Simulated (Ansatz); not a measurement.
## A low-energy model for TiTe2 (1H sheet): bands, U and J

How strongly is the local Coulomb interaction screened in TiTe2 (1H sheet)?

Calculated with Ansatz 0.2.0; non-magnetic PBE, then constrained RPA, plane waves, PAW.

This is a report of a sequence of runs, with most program output left out.

**1. The structure**

The cell holds 3 atoms: 1 Ti and 2 Te. Cell: a = 3.760 Å, b = 3.760 Å, c = 30.970 Å, α = 90.0°, β = 90.0°, γ = 120.0°. Vacuum lies along c.

The structure was relaxed with PBE. The structure was generated from a model, not taken from a measurement. The runs that relaxed it are not among those shown. The program's search for lower electronic states was switched off, so nothing shows that the state found is the lowest. Spin-orbit coupling is left out unless a step names it. The default PAW set here is soft_2. Its files were made with PBE. The Coulomb interaction is cut off across the vacuum.

**2. PBE bands and orbital weights**

This step: DFT, PBE, plane waves, PAW.

The input, input.yaml:

```yaml
crystal:
  lattice:
    - [-3.25615346, 1.87994108, 0.0]
    - [0.0, -3.75988216, 0.0]
    - [0.0, 0.0, 30.96994008]
  atoms:
    - { symbol: Ti, position: [0.0, 0.0, 0.3104064229] }
    - { symbol: Te, position: [0.3333333333, 0.6666666667, 0.3678844693] }
    - { symbol: Te, position: [0.3333333333, 0.6666666667, 0.2529283766] }
  periodic: [true, true, false]
kpoints:
  mp_grid: { grid: [6, 6, 1] }
  band_path:
    path:
      - [0.0, 0.0, 0.0]
      - [0.5, 0.0, 0.0]
      - [0.33333333, 0.33333333, 0.0]
      - [0.0, 0.0, 0.0]
    npoints: 10
hamiltonian:
  xc: pbe
scf:
  occupations: { method: gaussian, width: 0.08 }
  n_extra_bands: 19
  max_iter: 150
  lower_state_search: "off"
output:
  eigenvalues: true
  forces: true
  stress: true
  fatbands: true
  write_density: true
  write_potential: true
  elf: true
  volumetric_format: npy
```

Command:

```console
$ ansatz run input.yaml --threads 8 --pin off --max-ram 14745MiB --backend cpu --events-out ev --progress --plain --runs-dir out
```

The job ended after 9 s (8 threads of Arm Neoverse V2, shared host; peak memory 1.2 GiB; 69 s of CPU time).

This step gave:

```yaml
filled_bands: 22
gap: 0.2153 eV
valence_top_at: Γ
conduction_bottom_at: k = (0.450, 0.000, 0.000)
least_direct_gap: 0.5665 eV
```

The gap is indirect, with the least direct gap 0.35 eV higher.

The electronic bands at the labelled points (eV, zero at the Fermi level):

```
  point  band 19  band 20  band 21  band 22  band 23  band 24  band 25  band 26
      Γ    -0.84    -0.84    -0.10    -0.10     0.81     2.70     2.70     2.84
halfway    -1.91    -0.80    -0.68    -0.62     0.39     1.87     2.01     2.20
      M    -2.61    -1.32    -0.70    -0.45     0.12     1.54     1.83     3.00
halfway    -2.55    -1.82    -1.80    -0.71     0.52     1.59     1.91     2.52
      K    -3.19    -2.43    -2.39    -0.73     0.74     1.42     2.19     2.24
halfway    -2.08    -1.38    -1.02    -0.45     0.40     1.70     1.91     2.06
      Γ    -0.84    -0.84    -0.10    -0.10     0.81     2.70     2.70     2.84
```

Of the projections kept (Ti 3d, Te 5p), the largest for each band there; the rest of the weight can lie on other orbitals:

```
point     band 19     band 20     band 21     band 22     band 23     band 24     band 25     band 26
    Γ  Ti 3d 0.63  Ti 3d 0.63  Ti 3d 0.66  Ti 3d 0.66  Ti 3d 0.83  Te 5p 0.66  Te 5p 0.66  Te 5p 0.63
    M  Te 5p 0.76  Te 5p 0.51  Te 5p 0.70  Te 5p 0.90  Ti 3d 0.74  Ti 3d 0.93  Ti 3d 0.91  Ti 3d 0.54
    K  Te 5p 0.68  Te 5p 0.76  Te 5p 0.97  Te 5p 0.61  Ti 3d 0.90  Ti 3d 0.90  Ti 3d 0.78  Ti 3d 0.65
    Γ  Ti 3d 0.63  Ti 3d 0.63  Ti 3d 0.66  Ti 3d 0.66  Ti 3d 0.83  Te 5p 0.66  Te 5p 0.66  Te 5p 0.63
```

Electrostatic potential energy in the ca plane at fractional y = 0.667, with atoms of Te within 0.2 Å of it. With pseudopotentials it is smooth inside the atoms' cores, unlike the true potential.

Ten even steps from '0' (-23 eV) to '9' (9 eV), each cell a mean:
```
77777777777777776666665443455666667777777777
77777777777777776666665433456666667777777777
77777777777777776665555544455556667777777777
77777777777777766542235555553224566777777777
77777777777777766412202555530220366777777777
77777777777777765138950456404994156777777777
77777777777777765159980356406996056777777777
77777777777777765228940456413883156777777777
77777777777777766410103555530110366777777777
77777777777777766653345555554334566777777777
```
Columns run along c (16.0 Å, from fractional 0.02 to 0.54 of the cell; values clipped at the 3rd and 97th percentile), rows up along a (3.8 Å). Atoms in or near the plane, at fractional coordinates: Te at (0.37, 0.33), Te at (0.25, 0.33).

Valence density in the ca plane at fractional y = 0.667, with atoms of Te within 0.2 Å of it. It is the smooth field of the valence electrons, not physical close to the nuclei.

Ten steps, logarithmic in the rise over the least value, from '0' (0 e/Å³) to '9' (14 e/Å³), each cell a mean:
```
00000000000000000011111111111111000000000000
00000000000000000001111111111110000000000000
00000000000000000011111111111111000000000000
00000000000000000122322111122332100000000000
00000000000000001245643211234664210000000000
00000000000000001368974211236986320000000000
00000000000000002379984211247997421000000000
00000000000000001358873211236886320000000000
00000000000000001234543211224553210000000000
00000000000000000122222111122222100000000000
```
Columns run along c (16.0 Å, from fractional 0.02 to 0.54 of the cell), rows up along a (3.8 Å). Atoms in or near the plane, at fractional coordinates: Te at (0.37, 0.33), Te at (0.25, 0.33).

**3. Constrained RPA: Ti d, bands c1 to c5, 6×6×1 mesh, medium accuracy**

Constrained RPA screens the interaction with every transition except those inside the target bands, which a later many-body model would treat itself.

This step: constrained RPA on PBE, plane waves, PAW.

input.yaml, the sections that differ from step 2:

```yaml
kpoints:
  mp_grid: { grid: [6, 6, 1] }
output:
  crpa:
    kmesh: [6, 6, 1]
    target_bands: [c1, c5]
    projections: [{ species: Ti, l: d, shell: 3 }]
  local_orbitals:
    kmesh: [12, 12, 1]
    orbitals: [{ species: Ti, l: d, shell: 3 }]
    window: { bands: [c1, c5] }
    seedname: lo
# crystal, hamiltonian, scf: as in step 2
```

Run time: 3.8 min. Hardware: 8 threads; peak memory 3.2 GiB; 29 min of CPU time.

Numbers from this step:

```
U                                                 : 1.404 eV
U prime (inter-orbital)                           : 0.9118 eV
J                                                 : 0.2205 eV
bare V                                            : 11.32 eV
bare J                                            : 0.3500 eV
stated bound on U                                 : 0.002298 eV
U over bare V                                     : 0.1240
electrons in the window                           : 0
head of the constrained inverse dielectric matrix : 0.2741
least eigenvalue of the projection's overlap      : 0.3264
target functions                                  : 5
bands in the sums                                 : 54
r.m.s. miss of the model bands                    : 0.002485 eV
width of the target bands                         : 3.160 eV
weight of the projected orbitals in the window    : 0.6612
```

On the Ti d shell, screening brings the on-site interaction from 11.3 eV down to U = 1.40 eV.

Kanamori averages over each shell's functions. Crpa shells, by row:

```
site  element  shell  orbitals  U (eV)  U' (eV)  J (eV)  bare V (eV)  bare V' (eV)  bare J (eV)  bound on U (eV)
   1       Ti     3D         5   1.404   0.9118  0.2205        11.32         10.51         0.35         0.002298
```

Density-density elements U_iijj, eV. U matrix, by row:

| orbital | Ti1 dz2 | Ti1 dxz | Ti1 dyz | Ti1 dx2-y2 | Ti1 dxy |
| --- | --- | --- | --- | --- | --- |
| Ti1 dz2 | 1.802 | 1.04 | 1.04 | 0.921 | 0.921 |
| Ti1 dxz | 1.04 | 1.235 | 0.812 | 0.84 | 0.847 |
| Ti1 dyz | 1.04 | 0.812 | 1.235 | 0.847 | 0.84 |
| Ti1 dx2-y2 | 0.921 | 0.84 | 0.847 | 1.375 | 1.011 |
| Ti1 dxy | 0.921 | 0.847 | 0.84 | 1.011 | 1.375 |

Exchange elements U_ijji, eV. J matrix, by row:

```
   orbital  Ti1 dz2  Ti1 dxz  Ti1 dyz  Ti1 dx2-y2  Ti1 dxy
   Ti1 dz2        -    0.172    0.172       0.325    0.325
   Ti1 dxz    0.172        -    0.211       0.208    0.201
   Ti1 dyz    0.172    0.211        -       0.201    0.208
Ti1 dx2-y2    0.325    0.208    0.201           -    0.182
   Ti1 dxy    0.325    0.201    0.208       0.182        -
```

Projected local orbitals of the target window. The electronic bands at the labelled points (eV, zero at the Fermi level; # counts the bands kept):

| point | #1 | #2 | #3 | #4 |
| --- | --- | --- | --- | --- |
| Γ | 0.81 | 2.70 | 2.70 | 2.84 |
| halfway | 0.39 | 1.87 | 2.01 | 2.20 |
| M | 0.12 | 1.54 | 1.83 | 3.00 |
| halfway | 0.52 | 1.59 | 1.91 | 2.52 |
| K | 0.74 | 1.42 | 2.19 | 2.24 |
| halfway | 0.40 | 1.70 | 1.91 | 2.06 |
| Γ | 0.81 | 2.70 | 2.70 | 2.84 |

The same for Kohn-Sham, solved directly:

```csv
point,#1,#2,#3,#4
Γ,0.81,2.70,2.70,2.84
M,0.12,1.54,1.83,3.00
K,0.74,1.42,2.19,2.24
Γ,0.81,2.70,2.70,2.84
```

Onsite levels, by row:

| orbital | level less Fermi level (eV) |
| --- | --- |
| Ti1 dz2 | 1.227 |
| Ti1 dxz | 2.726 |
| Ti1 dyz | 2.726 |
| Ti1 dx2-y2 | 1.474 |
| Ti1 dxy | 1.474 |

Largest distinct elements between sites. Hoppings, by row:

```csv
from,to,cell,distance (Å),t (eV)
Ti1 dz2,Ti1 dxy,1 0 0,3.76,-0.2518
Ti1 dx2-y2,Ti1 dz2,1 0 0,3.76,0.2505
Ti1 dxy,Ti1 dx2-y2,-1 -1 0,3.76,-0.2185
Ti1 dxy,Ti1 dxy,0 -1 0,3.76,0.2107
Ti1 dx2-y2,Ti1 dz2,0 1 0,3.76,-0.1856
Ti1 dz2,Ti1 dxy,0 -1 0,3.76,-0.1821
Ti1 dyz,Ti1 dxz,2 2 0,7.52,0.1813
Ti1 dx2-y2,Ti1 dx2-y2,-1 0 0,3.76,0.1683
Ti1 dxy,Ti1 dx2-y2,0 -1 0,3.76,0.1451
Ti1 dyz,Ti1 dyz,0 -2 0,7.52,0.1432
Ti1 dxz,Ti1 dyz,0 -2 0,7.52,-0.0917
Ti1 dxz,Ti1 dxz,-2 -2 0,7.52,0.0915
```

**4. Constrained RPA: Ti d + anion p, bands v6 to c5, 6×6×1 mesh, medium accuracy**

input.yaml, the sections that differ from step 3:

```yaml
output:
  crpa:
    kmesh: [6, 6, 1]
    target_bands: [v6, c5]
    projections: [{ species: Ti, l: d, shell: 3 }, { species: Te, l: p, shell: 5 }]
  local_orbitals:
    kmesh: [12, 12, 1]
    orbitals: [{ species: Ti, l: d, shell: 3 }, { species: Te, l: p, shell: 5 }]
    window: { bands: [v6, c5] }
    seedname: lo
# crystal, kpoints, hamiltonian, scf: as in step 3
```

Wall time 9.6 min (8 threads); peak memory 3.8 GiB; 74 min of CPU time.

This step gave:

```
U                                                 : 8.015 eV
U prime (inter-orbital)                           : 7.146 eV
J                                                 : 0.4380 eV
bare V                                            : 15.97 eV
bare J                                            : 0.5425 eV
stated bound on U                                 : 0.02420 eV
U over bare V                                     : 0.5020
electrons in the window                           : 12
head of the constrained inverse dielectric matrix : 0.7935
least eigenvalue of the projection's overlap      : 0.6580
target functions                                  : 11
bands in the sums                                 : 54
r.m.s. miss of the model bands                    : 4.62e-4 eV
width of the target bands                         : 7.726 eV
weight of the projected orbitals in the window    : 0.9455
```

On the Ti d shell, screening brings the on-site interaction from 16.0 eV down to U = 8.02 eV.

Kanamori averages over each shell's functions. Crpa shells, by row:

```csv
site,element,shell,orbitals,U (eV),U' (eV),J (eV),bare V (eV),bare V' (eV),bare J (eV),bound on U (eV)
1,Ti,3D,5,8.015,7.146,0.438,15.97,14.88,0.5425,0.0242
2,Te,5P,3,5.268,4.585,0.3588,9.619,8.536,0.5675,0.0158
3,Te,5P,3,5.268,4.585,0.3588,9.619,8.536,0.5675,0.0158
```

Projected local orbitals of the target window. The electronic bands at the labelled points (eV, zero at the Fermi level; v1 is the highest filled band, c1 the lowest empty one):

```csv
point,v4,v3,v2,v1,c1,c2,c3,c4
Γ,-0.84,-0.84,-0.10,-0.10,0.81,2.70,2.70,2.84
halfway,-1.91,-0.80,-0.68,-0.62,0.39,1.87,2.01,2.20
M,-2.61,-1.32,-0.70,-0.45,0.12,1.54,1.83,3.00
halfway,-2.55,-1.82,-1.80,-0.71,0.52,1.59,1.91,2.52
K,-3.19,-2.43,-2.39,-0.73,0.74,1.42,2.19,2.24
halfway,-2.08,-1.38,-1.02,-0.45,0.40,1.70,1.91,2.06
Γ,-0.84,-0.84,-0.10,-0.10,0.81,2.70,2.70,2.84
```

The same for Kohn-Sham, solved directly:

```csv
point,v4,v3,v2,v1,c1,c2,c3,c4
Γ,-0.84,-0.84,-0.10,-0.10,0.81,2.70,2.70,2.84
M,-2.61,-1.32,-0.70,-0.45,0.12,1.54,1.83,3.00
K,-3.19,-2.43,-2.39,-0.73,0.74,1.42,2.19,2.24
Γ,-0.84,-0.84,-0.10,-0.10,0.81,2.70,2.70,2.84
```

Onsite levels, by row:

| orbital | level less Fermi level (eV) |
| --- | --- |
| Ti1 dz2 | 0.7484 |
| Ti1 dxz | 1.048 |
| Ti1 dyz | 1.048 |
| Ti1 dx2-y2 | 0.6625 |
| Ti1 dxy | 0.6625 |
| Te2 pz | -1.145 |
| Te2 px | -1.058 |
| Te2 py | -1.058 |
| Te3 pz | -1.145 |
| Te3 px | -1.058 |
| Te3 py | -1.058 |

Largest distinct elements between sites. Hoppings, by row:

```csv
from,to,cell,distance (Å),t (eV)
Te2 pz,Te3 pz,0 0 0,3.56,1.264
Ti1 dxz,Te3 px,-1 -1 0,2.807,-0.9497
Te2 py,Te2 py,0 1 0,3.76,0.8826
Te3 px,Te3 px,1 0 0,3.76,0.6504
Te3 py,Ti1 dyz,0 0 0,2.807,-0.6313
Te3 py,Ti1 dxy,1 1 0,2.807,-0.6254
Ti1 dxz,Te2 pz,-1 -1 0,2.807,0.6106
Te3 px,Ti1 dyz,0 1 0,2.807,0.5515
Ti1 dx2-y2,Te2 px,0 0 0,2.807,0.5505
Te3 pz,Ti1 dyz,0 0 0,2.807,-0.5288
Te2 px,Te2 py,1 0 0,3.76,-0.4722
Te2 px,Te3 px,0 0 0,3.56,-0.424
```

**5. The windows together**

Times are wall times on 8 threads of Arm Neoverse V2, shared host, good to a factor of about two.

```
        target  bands  functions  width (eV)  bare V (eV)  U (eV)  U′ (eV)  J (eV)   U/V     time
          Ti d  c1–c5          5        3.16        11.32    1.40     0.91    0.22  0.12  3.8 min
Ti d + anion p  v6–c5         11        7.73        15.97    8.02     7.15    0.44  0.50  9.6 min
```

**6. Results**

| Item | Value |
| --- | --- |
| Ti d | U 1.40 eV, U′ 0.91 eV, J 0.22 eV, bare V 11.3 eV |
| Ti d + anion p | U 8.02 eV, U′ 7.15 eV, J 0.44 eV, bare V 16.0 eV |
| method | constrained RPA on non-magnetic PBE, 6×6×1 mesh, static; search for lower states off |

What this shows: For Ti d, screening cuts the on-site interaction from 11.32 eV to 1.40 eV. U − 2J differs from U′ by +0.05 eV, so the Kanamori relation holds well. U is 0.44 times the width of the target bands. With the window Ti d + anion p U becomes 8.02 eV and the bare V 15.97 eV, so U/V goes from 0.12 to 0.50. The window Ti d is empty, so it holds no transition to leave out and its U is the fully screened RPA value. The parent state is non-magnetic and the interaction static (zero frequency); U depends on the window and the orbitals, so it belongs to this model alone. A window that holds the anion p bands defines a model with explicit ligands; its U belongs to that model and is not the U of DFT+U.

[Paths, hosts, dates, memory and timing lines, banners, echoed tables and standing remarks are left out of the program output.]

[Logs are printed without paths, hosts, clocks, repeated set-up lines and the standing remarks that a program may print on its own settings, such as how far it seeks lower states.]

[Runs of the session that timed out or met a known fault of the program may be left out.]

[Hosts, paths, dates, database ids (printed as entryN), source tags and the programs' standing remarks are cut or masked in the printed files.]
